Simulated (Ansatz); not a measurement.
Planning a GW calculation on NaCl (Halite).

```xyz
2
Lattice="0.0000 2.8201 2.8201 2.8201 0.0000 2.8201 2.8201 2.8201 0.0000" Properties=species:S:1:pos:R:3 pbc="T T T"
Na    0.0000    0.0000    0.0000
Cl    2.8201    2.8201    2.8201
```

The cell and positions come from the Crystallography Open Database and are kept as given unless a step says otherwise.

Runs so far (Ansatz 0.2.0, start PBE, PAW set soft_1 files, 6×6×6 mesh). Times are wall times on 1 × NVIDIA H100 80GB HBM3 (shared by 6 runs) with 2 threads of AMD EPYC 7R13 (Zen 3), shared host, good to a factor of about two.

| bands summed | cutoff (eV) | gap on the mesh (eV) | time |
| --- | --- | --- | --- |
| 44 | 50 | 7.569 | 10 s |
| 109 | 100 | 7.765 | 12 s |
| 195 | 150 | 7.886 | 15 s |
| 340 | 220 | 7.971 | 24 s |

Question: What should the next rung give, with 537 bands and screening to 300 eV, and where is the limit?

The error falls about as one over the bands when the cutoff rises with them. A line through the two highest rungs given predicts 8.014 eV; the run gave 8.020 eV, close to it. The two highest rungs put the limit near 8.104 eV, the pair below near 8.087 eV; their difference is a rough measure of what is unsettled in bands and cutoff; the mesh is a separate error.

Gaps are over the mesh's points; an edge off the mesh would be missed. Limits: not at the basis limit.

[Paths, hosts, dates, memory and timing lines, banners, echoed tables and standing remarks are left out of the program output.]

[Logs are printed without paths, hosts, clocks, repeated set-up lines and the standing remarks that a program may print on its own settings, such as how far it seeks lower states.]

[Runs of the session that timed out or met a known fault of the program may be left out.]

[Cells called generated may have been cut or substituted from an entry of the Crystallography Open Database or the Materials Project.]

[Hosts, paths, dates, database ids (printed as entryN), source tags and the programs' standing remarks are cut or masked in the printed files.]
